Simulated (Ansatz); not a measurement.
# Si3N4 (P6_3/m): G0W0 under other settings

A base run on Si3N4 (P6_3/m), then changed inputs.

Main program and level: Ansatz 0.2.0; G0W0 on PBE, plane waves, PAW; PAW set soft_1.

Report form: the programs' logs are mostly left out.

### 1. The structure

The structure is hexagonal, space group P6_3/m (No. 176). The conventional cell has a = 7.604 Å, b = 7.604 Å, c = 2.906 Å, α = 90.00°, β = 90.00°, γ = 120.00°. Nearest to Si lie 4 N at 1.73 to 1.74 Å. Nearest to N lie 3 Si at 1.74 Å. Nearest to N lie 3 Si at 1.73 Å. Farther neighbours and most contacts between anions are not listed.

Structure file:

```
Si N
1.0
     7.60440    0.00000    0.00000
    -3.80220    6.58560    0.00000
     0.00000    0.00000    2.90630
Si N
6 8
Direct
  0.76848 0.17456 0.25000
  0.59392 0.76848 0.75000
  0.82544 0.59392 0.25000
  0.23152 0.82544 0.75000
  0.40608 0.23152 0.25000
  0.17456 0.40608 0.75000
  0.03050 0.33024 0.25000
  0.70026 0.03050 0.75000
  0.66976 0.70026 0.25000
  0.96950 0.66976 0.75000
  0.29974 0.96950 0.25000
  0.33024 0.29974 0.75000
  0.66667 0.33333 0.25000
  0.33333 0.66667 0.75000
```

The cell and positions come from the Crystallography Open Database and are kept as given unless a step says otherwise.

### 2. The base run: 3×3×4 mesh, 330 empty bands, screening to 100 eV, PAW set soft_1 files

Now the one-shot GW correction: screening in the RPA, then the self-energy of the levels asked for. This step takes PAW set soft_1 files.

Input file input.yaml:

```yaml
crystal:
  lattice:
    - [7.6044, 0.0, 0.0]
    - [-3.8022, 6.5856035805, 0.0]
    - [0.0, 0.0, 2.9063]
  atoms:
    - { symbol: Si, position: [0.768477, 0.174557, 0.25] }
    - { symbol: Si, position: [0.59392, 0.768477, 0.75] }
    - { symbol: Si, position: [0.825443, 0.59392, 0.25] }
    - { symbol: Si, position: [0.231523, 0.825443, 0.75] }
    - { symbol: Si, position: [0.40608, 0.231523, 0.25] }
    - { symbol: Si, position: [0.174557, 0.40608, 0.75] }
    - { symbol: "N", position: [0.0305, 0.33024, 0.25] }
    - { symbol: "N", position: [0.70026, 0.0305, 0.75] }
    - { symbol: "N", position: [0.66976, 0.70026, 0.25] }
    - { symbol: "N", position: [0.9695, 0.66976, 0.75] }
    - { symbol: "N", position: [0.29974, 0.9695, 0.25] }
    - { symbol: "N", position: [0.33024, 0.29974, 0.75] }
    - { symbol: "N", position: [0.6666666667, 0.3333333333, 0.25] }
    - { symbol: "N", position: [0.3333333333, 0.6666666667, 0.75] }
kpoints:
  mp_grid: { grid: [3, 3, 4] }
hamiltonian:
  xc: pbe
  pseudopotentials: { kind: paw, azcp: { folder: soft_1 } }
scf:
  occupations: { method: fixed }
gw:
  n_empty_bands: 330
  ecut_chi: 100
  qp_bands: [v4, c4]
  qp_kpoints: band_edges
  screening: { model: contour_deformation }
```

Launch:

```console
> ansatz run input.yaml --threads 3 --pin off --max-ram 92160MiB --backend cuda --events-out ev --progress --plain --runs-dir out --devices 1 --max-vram 13GiB
```

The job ended after 17 s (1 × NVIDIA H100 80GB HBM3 (shared by 6 runs) with 3 threads of AMD EPYC 7R13 (Zen 3), shared host; peak memory 1.3 GiB).

This step gave:

* bands summed: 362
* RPA ε∞ on this mesh (eigenvalues): 4.022, 4.022, 4.299
* plane waves in the screening matrix: 341
* q-points in the mesh: 36
* G0W0 gap on the mesh: 5.982 eV
* k of the valence top: 0, 0, 0.25
* k of the conduction bottom: 0, 0, 0
* starting gap on the mesh: 4.394 eV
* Z at the valence top: 0.7944
* Z at the conduction bottom: 0.8340
* least direct G0W0 gap on the computed points: 6.147 eV

The gap on the mesh goes from 4.39 eV to 5.98 eV, a correction of +1.59 eV. Between the two edge states, bare exchange in place of the xc potential would open the gap by 9.35 eV, and correlation takes back 7.76 eV.

### 3. Variant: fewer bands

input.yaml, as its differences from that of step 2:

```diff
@@ -28,3 +28,3 @@
 gw:
-  n_empty_bands: 330
+  n_empty_bands: 110
   ecut_chi: 100
```

Elapsed: 15 s, on 1 × NVIDIA H100 80GB HBM3 (shared by 6 runs) with 3 threads; peak memory 1.2 GiB.

Against the base:

```tsv
setting	base	variant
empty bands	330	110
```

```tsv
quantity	variant	base
starting gap on the mesh	4.394	4.394
G0W0 gap on the mesh	5.938	5.982
least direct G0W0 gap on the computed points	6.107	6.147
Z at the valence top	0.797	0.794
Z at the conduction bottom	0.837	0.834
```

### 4. Variant: wider window of levels

input.yaml, as its differences from that of step 3:

```diff
@@ -28,6 +28,6 @@
 gw:
-  n_empty_bands: 110
+  n_empty_bands: 330
   ecut_chi: 100
-  qp_bands: [v4, c4]
-  qp_kpoints: band_edges
+  qp_bands: [v8, c4]
+  qp_kpoints: [[0, 0, 0]]
   screening: { model: contour_deformation }
```

Wall time 15 s (1 × NVIDIA H100 80GB HBM3 (shared by 6 runs) with 3 threads); peak memory 1.2 GiB.

Absolute levels on the run's own zero. QP, by row:

```tsv
k index	band	KS (eV)	Sigma_x (eV)	Sigma_c (eV)	Vxc (eV)	Z	QP linearised (eV)	QP (eV)	source	doubts
0	25	5.508	-22.78	3.553	-18.4	0.7957	4.67	4.676	root	
0	26	6.753	-21.59	3.412	-17.39	0.795	5.952	5.958	root	
0	27	6.753	-21.59	3.412	-17.39	0.795	5.952	5.958	root	
0	28	7.01	-21.56	3.372	-17.4	0.7958	6.215	6.22	root	
0	29	7.01	-21.56	3.372	-17.4	0.7958	6.215	6.22	root	
0	30	7.838	-21.65	3.492	-17.4	0.7916	7.078	7.082	root	
0	31	7.896	-21.77	3.362	-17.69	0.7929	7.176	7.18	root	
0	32	8.103	-21.9	3.491	-17.69	0.7923	7.382	7.386	root	
0	33	12.62	-7.159	-4.414	-12.48	0.834	13.54	13.53	root	
0	34	13.04	-8.528	-4.093	-13.41	0.8308	13.83	13.82	root	
0	35	13.19	-8.14	-4.432	-13.58	0.8272	14.21	14.2	root	
0	36	13.19	-8.14	-4.432	-13.58	0.8272	14.21	14.2	root
```

Against the base:

```tsv
setting	base	variant
levels asked	v4 to c4	v8 to c4
points asked	band edges	[[0, 0, 0]]
```

### 5. Outcome

```json
{
 "base": "5.98 eV, 17 s",
 "fewer bands": "5.94 eV, 15 s",
 "wider window of levels": "direct gap at the listed points 6.15 eV, 15 s"
}
```

What this shows: Fewer bands: the gap moves by −0.04 eV; such settings are too crude to quote. Wider window of levels: only the listed points were computed; the least direct gap there is 6.15 eV, with levels asked and points asked changed against the base. All runs here use a coarse mesh and modest cutoffs; they test settings and are not final values. The 3×3×4 mesh is coarse for this cell (its supercell is 12 Å along the shortest edge). The RPA ε∞ on it, from the PBE start, is 4.02 and 4.30; such meshes misread the long-range screening, most where the gap is narrow.

[Paths, hosts, dates, memory and timing lines, banners, echoed tables and standing remarks are left out of the program output.]

[Logs are printed without paths, hosts, clocks, repeated set-up lines and the standing remarks that a program may print on its own settings, such as how far it seeks lower states.]

[Runs of the session that timed out or met a known fault of the program may be left out.]

[Cells called generated may have been cut or substituted from an entry of the Crystallography Open Database or the Materials Project.]

[Hosts, paths, dates, database ids (printed as entryN), source tags and the programs' standing remarks are cut or masked in the printed files.]
